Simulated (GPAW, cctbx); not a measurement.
# Tl2AgBiI6: what bonding does to one electron reflection, worked out

Tl2AgBiI6, Fm-3m (no. 225), a = 12.1729 Å, b = 12.1729 Å, c = 12.1729 Å, α = 90.00°, β = 90.00°, γ = 90.00°.

| atom | mult. | x | y | z |
| --- | --- | --- | --- | --- |
| Bi1 | 4 | 0 | 0 | 0 |
| Tl1 | 8 | 1/4 | 3/4 | 3/4 |
| I1 | 24 | 0 | 0 | 0.7473 |
| Ag1 | 4 | 1/2 | 0 | 0 |

The start was made by putting kin elements into a known structure type; the compound need not exist, or be stable, in this form.

A DFT run (GPAW, PBE, 450 eV, 3×3×3 k-points, Fermi–Dirac width 0.05 eV) gives the static X-ray structure factor of 022 as 697.696 e for the conventional cell; superposed free atoms give 700.931 e. **Problem.** Find the Fourier component V of the crystal potential and the two-beam extinction distance at 120 kV in both cases.

**1. Geometry**

The cell volume is Ω = 1803.78 Å³ and d(022) = 4.3038 Å, so g = 1/d = 0.2324 Å⁻¹.

**2. The nuclei**

Electrons feel nuclei as well as electrons, so the nuclear charges are summed with the same phases.

Phase sums Σ exp(2πi h·x), turned so that the total is real and positive: Bi +4.000, Tl +8.000, I -7.991, Ag +4.000. Then F_Z = 83 × (+4.000) + 81 × (+8.000) + 53 × (-7.991) + 47 × (+4.000) = 744.48 e. The electron term has the same sign for this reflection.

**3. Mott–Bethe**

Poisson's equation, term by term, gives V = (e/4πε₀)(F_Z − F)/(πΩg²), with e/4πε₀ = 14.3996 V Å.

The prefactor is 14.3996 × 4.3038²/(π × 1803.78) = 0.04707 V per electron. Free atoms: (744.48 − 700.931) × 0.04707 = 2.050 V. Crystal: (744.48 − 697.696) × 0.04707 = 2.202 V. F changes by -0.46 % and V by +7.4 %: the same 3.24 e is measured against F_Z − F = 43.5 e in place of F = 700.9 e.

**4. Extinction distance**

In the two-beam case ξ = 1/(λU) with U = 2γm₀eV/h², that is ξ = 150.41 V Å²/(γλV).

At 120 kV, λ = 0.03349 Å and γ = 1.2348. Free atoms: ξ = 1774 Å. Crystal: ξ = 1652 Å. The thickness fringes go as sin²(πt/ξ), so the two patterns slip by a quarter of a period when t|1/ξ₁ − 1/ξ₀| = 1/4, at t ≈ 597 nm. Thermal motion, absorption and many-beam coupling, left out here, change a real pattern.

**5. Answer**

V(022) is 2.20 V against 2.05 V, and ξ is 1652 against 1774 Å. Limits: static atoms, two beams.
